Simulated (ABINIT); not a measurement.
# LiH (Fm-3m): G0W0 in ABINIT against the plane-wave cutoff

Wanted: the cheapest plane-wave cutoff that holds the gap of LiH (Fm-3m).

Method: PBE and many-body steps on it, plane waves, in ABINIT 10.8.3.

The database entry behind the starting cell differs from later determinations by our own check (the deuteride, about 0.2 % short), so it need not match the best structure at ambient conditions.

**1. The structure**

The structure is cubic, space group Fm-3m (No. 225). The conventional cell has a = 4.074 Å, b = 4.074 Å, c = 4.074 Å, α = 90.00°, β = 90.00°, γ = 90.00°. Nearest to Li lie 6 H at 2.04 Å. Nearest to H lie 6 Li at 2.04 Å. Farther neighbours are not listed.

The cell and positions come from the Crystallography Open Database and are kept as given unless a step says otherwise.

**2. Empty states on the mesh, 8×8×8 mesh, 316 bands**

This step: ABINIT 10.8.3; DFT, PBE, plane waves, norm-conserving pseudopotentials.

The sums over transitions need many empty states on a uniform mesh; this step solves for them.

The input, run.abi:

```
acell 3*1.0 Angstrom
rprim 
  -0.000000000000 2.036750000000 2.036750000000
  2.036750000000 -0.000000000000 2.036750000000
  2.036750000000 2.036750000000 -0.000000000000
ntypat 2
znucl 3 1
natom 2
typat 1 2
xred 
  0.000000000000 0.000000000000 0.000000000000
  0.500000000000 0.500000000000 0.500000000000
pp_dirpath "pseudos"
pseudos "Li.upf, H.upf"
ecut 33
ngkpt 8 8 8
nshiftk 1
shiftk 0 0 0
kptopt 1
chksymbreak 0
irdden 1
istwfk *1
nband 316
prtvol 0
optdriver 6
gwr_task "HDIAGO"
paral_kgb 0
occopt 1
indata_prefix "in"
outdata_prefix "out"
tmpdata_prefix "tmp"
```

Launch:

```sh
$ OMP_NUM_THREADS=1 mpirun -n 4 abinit run.abi > log
```

The program printed:

```text
.Version 10.8.3 of ABINIT. v10.8.2 released Aug 2026.

 Symmetries : space group Fm -3 m (#225); Bravais cF (face-center cubic)
[... echo of the input left out ...]
== DATASET  1 ==================================================================
-   mpi_nproc: 4, omp_nthreads: 1 (-1 if OMP is not activated)

--- !DatasetInfo
iteration_state: {dtset: 1, }
dimensions: {natom: 2, nkpt: 29, mband: 316, nsppol: 1, nspinor: 1, nspden: 1, mpw: 1056, }
cutoff_energies: {ecut:  33.0, pawecutdg:  -1.0, }
[...]
Direct band gap semiconductor
 Fundamental gap:     3.022 (eV)
   VBM:    -0.348 (eV) at k: [ 5.0000E-01,  5.0000E-01,  0.0000E+00]
   CBM:     2.674 (eV) at k: [ 5.0000E-01,  5.0000E-01,  0.0000E+00]
 Direct gap:         3.022 (eV) at k: [ 5.0000E-01,  5.0000E-01,  0.0000E+00]

== END DATASET(S) ==============================================================
================================================================================

 -outvars: echo values of variables after computation  --------
           etotal      0.0000000000E+00
            nband         316
             nkpt          29
          spgroup         225
 [... the other variables as echoed above ...]

 Calculation completed.
```

Wall time 8.8 s (4 MPI ranks of AMD EPYC 7R43, shared host); peak memory 0.52 GiB.

Numbers from this step:

```
gap                                                           : 3.022 eV
k of the valence top                                          : 0.5, 0.5, 0
k of the conduction bottom                                    : 0.5, 0.5, 0
least direct gap                                              : 3.022 eV
k points computed                                             : 29
lowest point of the top converged band, above the valence top : 385.4766 eV
```

On this mesh the gap is 3.022 eV.

The density comes from a self-consistent run that is not shown.

**3. Empty states on the mesh, 8×8×8 mesh, 87 bands**

run.abi: that of step 2 with these lines changed.

```diff
@@ -14,3 +14,3 @@
 pseudos "Li.upf, H.upf"
-ecut 33
+ecut 20
 ngkpt 8 8 8
@@ -22,3 +22,3 @@
 istwfk *1
-nband 316
+nband 87
 prtvol 0
```

The program printed:

```text
[banner, memory and clock lines left out]
.Version 10.8.3 of ABINIT. v10.8.2 released Aug 2026.

 Symmetries : space group Fm -3 m (#225); Bravais cF (face-center cubic)
[... echo of the input left out ...]
== DATASET  1 ==================================================================
-   mpi_nproc: 4, omp_nthreads: 1 (-1 if OMP is not activated)

--- !DatasetInfo
iteration_state: {dtset: 1, }
dimensions: {natom: 2, nkpt: 29, mband: 87, nsppol: 1, nspinor: 1, nspden: 1, mpw: 531, }
cutoff_energies: {ecut:  20.0, pawecutdg:  -1.0, }
[...]
Integrated=    4.0000E+00

 === KS gaps after direct diagonalization ===
 Direct band gap semiconductor
 Fundamental gap:     2.985 (eV)
   VBM:    -0.318 (eV) at k: [ 5.0000E-01,  5.0000E-01,  0.0000E+00]
   CBM:     2.666 (eV) at k: [ 5.0000E-01,  5.0000E-01,  0.0000E+00]
 Direct gap:         2.985 (eV) at k: [ 5.0000E-01,  5.0000E-01,  0.0000E+00]

== END DATASET(S) ==============================================================

 -outvars: echo values of variables after computation  --------
           etotal      0.0000000000E+00
            nband          87
             nkpt          29
          spgroup         225
 [... the other variables as echoed above ...]

 Calculation completed.
```

Wall time 3.2 s (4 MPI ranks); peak memory 0.27 GiB; 12 s of CPU time.

This step gave:

```yaml
gap: 2.985 eV
k_of_the_valence_top: 0.5, 0.5, 0
k_of_the_conduction_bottom: 0.5, 0.5, 0
least_direct_gap: 2.985 eV
k_points_computed: 29
lowest_point_of_the_top_converged_band_above_the_valence_top: 148.5094 eV
```

On this mesh the gap is 2.985 eV.

**4. Empty states on the mesh, 8×8×8 mesh, 87 bands**

run.abi: that of step 3 with these lines changed.

```diff
@@ -14,3 +14,3 @@
 pseudos "Li.upf, H.upf"
-ecut 20
+ecut 26
 ngkpt 8 8 8
```

The program printed:

```text
[banner, memory and clock lines left out]
.Version 10.8.3 of ABINIT. v10.8.2 released Aug 2026.

 Symmetries : space group Fm -3 m (#225); Bravais cF (face-center cubic)
[... echo of the input left out ...]
== DATASET  1 ==================================================================
-   mpi_nproc: 4, omp_nthreads: 1 (-1 if OMP is not activated)

--- !DatasetInfo
iteration_state: {dtset: 1, }
dimensions: {natom: 2, nkpt: 29, mband: 87, nsppol: 1, nspinor: 1, nspden: 1, mpw: 740, }
cutoff_energies: {ecut:  26.0, pawecutdg:  -1.0, }
[...]
Integrated=    4.0000E+00

 === KS gaps after direct diagonalization ===
 Direct band gap semiconductor
 Fundamental gap:     3.020 (eV)
   VBM:    -0.342 (eV) at k: [ 5.0000E-01,  5.0000E-01,  0.0000E+00]
   CBM:     2.678 (eV) at k: [ 5.0000E-01,  5.0000E-01,  0.0000E+00]
 Direct gap:         3.020 (eV) at k: [ 5.0000E-01,  5.0000E-01,  0.0000E+00]

== END DATASET(S) ==============================================================

 -outvars: echo values of variables after computation  --------
           etotal      0.0000000000E+00
            nband          87
             nkpt          29
          spgroup         225
 [... the other variables as echoed above ...]

 Calculation completed.
```

Wall time 5.3 s (4 MPI ranks); peak memory 0.3 GiB.

Numbers from this step:

```yaml
gap: 3.020 eV
k_of_the_valence_top: 0.5, 0.5, 0
k_of_the_conduction_bottom: 0.5, 0.5, 0
least_direct_gap: 3.020 eV
k_points_computed: 29
lowest_point_of_the_top_converged_band_above_the_valence_top: 148.5425 eV
```

On this mesh the gap is 3.020 eV.

**5. Empty states on the mesh, 8×8×8 mesh, 87 bands**

run.abi: that of step 4 with these lines changed.

```diff
@@ -14,3 +14,3 @@
 pseudos "Li.upf, H.upf"
-ecut 26
+ecut 41
 ngkpt 8 8 8
```

The program printed:

```text
[banner, memory and clock lines left out]
.Version 10.8.3 of ABINIT. v10.8.2 released Aug 2026.

 Symmetries : space group Fm -3 m (#225); Bravais cF (face-center cubic)
[... echo of the input left out ...]
== DATASET  1 ==================================================================
-   mpi_nproc: 4, omp_nthreads: 1 (-1 if OMP is not activated)

--- !DatasetInfo
iteration_state: {dtset: 1, }
dimensions: {natom: 2, nkpt: 29, mband: 87, nsppol: 1, nspinor: 1, nspden: 1, mpw: 1459, }
cutoff_energies: {ecut:  41.0, pawecutdg:  -1.0, }
[...]
Integrated=    4.0000E+00

 === KS gaps after direct diagonalization ===
 Direct band gap semiconductor
 Fundamental gap:     3.022 (eV)
   VBM:    -0.349 (eV) at k: [ 5.0000E-01,  5.0000E-01,  0.0000E+00]
   CBM:     2.673 (eV) at k: [ 5.0000E-01,  5.0000E-01,  0.0000E+00]
 Direct gap:         3.022 (eV) at k: [ 5.0000E-01,  5.0000E-01,  0.0000E+00]

== END DATASET(S) ==============================================================

 -outvars: echo values of variables after computation  --------
           etotal      0.0000000000E+00
            nband          87
             nkpt          29
          spgroup         225
 [... the other variables as echoed above ...]

 Calculation completed.
```

The job ended after 12 s (4 MPI ranks; peak memory 0.75 GiB; 44 s of CPU time).

This step gave:

```
gap                                                           : 3.022 eV
k of the valence top                                          : 0.5, 0.5, 0
k of the conduction bottom                                    : 0.5, 0.5, 0
least direct gap                                              : 3.022 eV
k points computed                                             : 29
lowest point of the top converged band, above the valence top : 148.5470 eV
```

On this mesh the gap is 3.022 eV.

**6. Screening, 8×8×8 mesh, 79 bands, screening to 261.2 eV**

The RPA dielectric matrix is built and inverted for each q.

This step: RPA screening on PBE, plane waves, norm-conserving pseudopotentials.

run.abi: that of step 5 with these lines changed.

```diff
@@ -14,3 +14,3 @@
 pseudos "Li.upf, H.upf"
-ecut 41
+ecut 20
 ngkpt 8 8 8
@@ -20,10 +20,11 @@
 chksymbreak 0
-irdden 1
 istwfk *1
-nband 87
-prtvol 0
-optdriver 6
-gwr_task "HDIAGO"
-paral_kgb 0
 occopt 1
+irdwfk 1
+optdriver 3
+nband 79
+ecuteps 9.6
+inclvkb 2
+awtr 1
+symchi 1
 indata_prefix "in"
```

The program printed:

```text
.Version 10.8.3 of ABINIT. v10.8.2 released Aug 2026.

 Symmetries : space group Fm -3 m (#225); Bravais cF (face-center cubic)
[... echo of the input left out ...]
== DATASET  1 ==================================================================
-   mpi_nproc: 4, omp_nthreads: 1 (-1 if OMP is not activated)

--- !DatasetInfo
iteration_state: {dtset: 1, }
dimensions: {natom: 2, nkpt: 29, mband: 79, nsppol: 1, nspinor: 1, nspden: 1, mpw: 531, }
cutoff_energies: {ecut:  20.0, pawecutdg:  -1.0, }
electrons: {nelect:   4.00000000E+00, charge:   0.00000000E+00, occopt:   1.00000000E+00, tsmear:   1.00000000E-02, }

 SCREENING: Calculation of the susceptibility and dielectric matrices

 Based on a program developped by R.W. Godby, V. Olevano, G. Onida, and L. Reining.
 Incorporated in ABINIT by V. Olevano, G.-M. Rignanese, and M. Torrent.
.Using double precision arithmetic ; gwpc =  8

[... cell and pseudopotentials left out ...]
--------------------------------------------------------------------------------

 ==== K-mesh for the wavefunctions ====
 Number of points in the irreducible wedge :    29
[... list of points left out ...]
 Together with 48 symmetry operations and time-reversal symmetry
 yields   512 points in the full Brillouin Zone.

 ==== Q-mesh for the screening function ====
 Number of points in the irreducible wedge :    29
[... list of points left out ...]
 Together with 48 symmetry operations and time-reversal symmetry
 yields   512 points in the full Brillouin Zone.

 setmesh: FFT mesh size selected  =    20x   20x   20
          total number of points  =         8000

 vcoul_init : cutoff-mode = AUXILIARY_FUNCTION
 q-points for optical limit:   1
     1)      0.000010    0.000020    0.000030

- screening: taking advantage of time-reversal symmetry
- Maximum band index for partially occupied states nbvw = 2
- Remaining bands to be divided among processors   nbcw = 77
- Number of bands treated by each node ~19

 Number of electrons calculated from density =    4.0000; Expected =    4.0000
 average of density, n =  0.035077
 r_s =    1.8951
 omega_plasma =   18.0662 [eV]

 calculating chi0 at frequencies [eV] :
  1    0.000000E+00    0.000000E+00
  2    0.000000E+00    1.806615E+01

--------------------------------------------------------------------------------
  q-point number  1        q = ( 0.000000, 0.000000, 0.000000) [r.l.u.]
--------------------------------------------------------------------------------
[... chi0 elements left out ...]
 For q-point:  0.000010 0.000020 0.000030
  dielectric constant =   4.0299
  dielectric constant without local fields =   4.4269

  Average fulfillment of the sum rule on Im[epsilon] for q-point    1 :     90.09  [%]
[... wings left out ...]
  q-point number  2        q = ( 0.125000, 0.000000, 0.000000) [r.l.u.]
--------------------------------------------------------------------------------
[... chi0 elements left out ...]
  Average fulfillment of the sum rule on Im[epsilon] for q-point    2 :     98.67  [%]

 [... 27 further q-points ...]
```

Elapsed: 28 s, on 4 MPI ranks; peak memory 0.72 GiB; 1.9 min of CPU time.

This step gave:

```
ε∞ with local fields, on this mesh, along the program's q direction : 4.030
the same without local fields                                       : 4.427
plasma frequency                                                    : 18.07 eV
plane waves in the screening matrix                                 : 169
```

Local fields lower ε∞ by 9 %.

**7. 20 Ha**

This step: G0W0 on PBE, plane waves, norm-conserving pseudopotentials.

run.abi: that of step 6 with these lines changed.

```diff
@@ -23,8 +23,17 @@
 irdwfk 1
-optdriver 3
+optdriver 4
 nband 79
+gwcalctyp 0
+ecutsigx 20
+symsigma 1
+nkptgw 2
+kptgw 
+  0.5000000000 0.5000000000 0.0000000000
+  0.0000000000 0.0000000000 0.0000000000
+bdgw 
+  1 5
+  1 6
 ecuteps 9.6
-inclvkb 2
-awtr 1
-symchi 1
+irdscr 1
+ppmodel 1
 indata_prefix "in"
```

The program printed:

```text
.Version 10.8.3 of ABINIT. v10.8.2 released Aug 2026.

 Symmetries : space group Fm -3 m (#225); Bravais cF (face-center cubic)
[... echo of the input left out ...]
== DATASET  1 ==================================================================
-   mpi_nproc: 4, omp_nthreads: 1 (-1 if OMP is not activated)

--- !DatasetInfo
iteration_state: {dtset: 1, }
dimensions: {natom: 2, nkpt: 29, mband: 79, nsppol: 1, nspinor: 1, nspden: 1, mpw: 531, }
cutoff_energies: {ecut:  20.0, pawecutdg:  -1.0, }
electrons: {nelect:   4.00000000E+00, charge:   0.00000000E+00, occopt:   1.00000000E+00, tsmear:   1.00000000E-02, }

 SIGMA: Calculation of the GW corrections

 Based on a program developped by R.W. Godby, V. Olevano, G. Onida, and L. Reining.
 Incorporated in ABINIT by V. Olevano, G.-M. Rignanese, and M. Torrent.
.Using double precision arithmetic ; gwpc =  8

[... cell and pseudopotentials left out ...]
--------------------------------------------------------------------------------

 ==== K-mesh for the wavefunctions ====
 Number of points in the irreducible wedge :    29
[... list of points left out ...]
 Together with 48 symmetry operations and time-reversal symmetry
 yields   512 points in the full Brillouin Zone.

 ==== Q-mesh for screening function ====
 Number of points in the irreducible wedge :    29
[... list of points left out ...]
 Together with 48 symmetry operations and time-reversal symmetry
 yields   512 points in the full Brillouin Zone.

 vcoul_init : cutoff-mode = AUXILIARY_FUNCTION
 q-points for optical limit:   1
     1)      0.000010    0.000020    0.000030
 setmesh: FFT mesh size selected  =    24x   24x   24
          total number of points  =        13824

 Number of electrons calculated from density =    4.0000; Expected =    4.0000
 average of density, n =  0.035077
 r_s =    1.8951
 omega_plasma =   18.0662 [eV]

 === KS Band Gaps ===
  >>>> For spin  1
   Minimum direct gap =   2.9846 [eV], located at k-point      :   0.5000  0.5000  0.0000
   Fundamental gap    =   2.9846 [eV], Top of valence bands at :   0.5000  0.5000  0.0000
                                       Bottom of conduction at :   0.5000  0.5000  0.0000
 SIGMA fundamental parameters:
 PLASMON POLE MODEL  1
 number of plane-waves for SigmaX                  531
 number of plane-waves for SigmaC and W            169
 number of plane-waves for wavefunctions           531
 number of bands                                    79
 number of independent spin polarizations            1
 number of spinorial components                      1
 number of k-points in IBZ                          29
 number of q-points in IBZ                          29
 number of symmetry operations                      48
 number of k-points in BZ                          512
 number of q-points in BZ                          512
 number of frequencies for dSigma/dE                 9
 frequency step for dSigma/dE [eV]                0.25
 number of omega for Sigma on real axis              0
 max omega for Sigma on real axis  [eV]           0.00
 zcut for avoiding poles [eV]                     0.10

 EPSILON^-1 parameters (SCR file):
 dimension of the eps^-1 matrix on file            169
 dimension of the eps^-1 matrix used               169
 number of plane-waves for wavefunctions           531
 number of bands                                    79
 number of q-points in IBZ                          29
 number of frequencies                               2
 number of real frequencies                          1
 number of imag frequencies                          1

 matrix elements of self-energy operator (all in [eV])

 Perturbative Calculation

--- !SelfEnergy_ee
iteration_state: {dtset: 1, }
kpoint     : [   0.500,    0.500,    0.000, ]
spin       : 1
KS_gap     :    2.985
QP_gap     :    4.920
Delta_QP_KS:    1.935
data: !SigmaeeData |
     Band     E0 <VxcDFT>   SigX SigC(E0)      Z dSigC/dE  Sig(E)    E-E0       E
        1 -44.564 -25.382 -39.202   5.421   0.770  -0.299 -31.845  -6.464 -51.027
        2  -0.318 -11.294 -14.530   1.421   0.772  -0.295 -12.695  -1.401  -1.719
        3   2.666  -7.664  -3.721  -3.285   0.811  -0.232  -7.130   0.534   3.200
        4  10.221  -8.261  -2.679  -4.501   0.780  -0.283  -7.418   0.843  11.064
        5  10.221  -8.261  -2.679  -4.501   0.780  -0.283  -7.418   0.843  11.064

--- !SelfEnergy_ee
iteration_state: {dtset: 1, }
kpoint     : [   0.000,    0.000,    0.000, ]
spin       : 1
KS_gap     :   20.780
QP_gap     :   22.944
Delta_QP_KS:    2.164
data: !SigmaeeData |
     Band     E0 <VxcDFT>   SigX SigC(E0)      Z dSigC/dE  Sig(E)    E-E0       E
        1 -44.832 -25.424 -39.267   5.506   0.778  -0.285 -31.913  -6.489 -51.321
        2  -5.582  -9.899 -15.594   3.391   0.714  -0.400 -11.544  -1.645  -7.227
        3  15.197 -11.674  -4.603  -6.276   0.654  -0.530 -11.154   0.519  15.716
        4  17.015  -9.008  -2.451  -5.382   0.723  -0.384  -8.159   0.849  17.864
        5  17.015  -9.008  -2.451  -5.382   0.723  -0.384  -8.159   0.849  17.864
        6  17.015  -9.008  -2.451  -5.382   0.723  -0.384  -8.159   0.849  17.864

== END DATASET(S) ==============================================================
================================================================================

 -outvars: echo values of variables after computation  --------
           etotal      0.0000000000E+00
            nband          79
             nkpt          29
          spgroup         225
 [... the other variables as echoed above ...]

 Calculation completed.
```

Wall time 14 s (4 MPI ranks); peak memory 0.89 GiB.

This step gave:

* G0W0 gap on the points computed: 4.919 eV
* starting gap on the mesh: 2.985 eV
* k of the valence top: 0.5, 0.5, 0
* k of the conduction bottom: 0.5, 0.5, 0
* Z at the valence top: 0.772
* Z at the conduction bottom: 0.811
* least direct G0W0 gap on the computed points: 4.919 eV

[end of part 1 of 2]

[Paths, hosts, dates, memory and timing lines, banners, echoed tables and standing remarks are left out of the program output.]

[Logs are printed without paths, hosts, clocks, repeated set-up lines and the standing remarks that a program may print on its own settings, such as how far it seeks lower states.]

[Runs of the session that timed out or met a known fault of the program may be left out.]

[No measured gap is set beside runs whose start may be inverted or whose files or cutoffs have a known fault.]

[Hosts, paths, dates, database ids (printed as entryN), source tags and the programs' standing remarks are cut or masked in the printed files.]

[G0W0 gaps are taken among the corrected bands and points alone; a level outside them can change the order at an edge.]

[Where Ansatz stands beside ABINIT at settings called matched, ABINIT's density can come from a denser mesh and the files from another edition; pairs whose starting gaps differed by over 0.03 eV were left out, so agreement reads better than it is.]
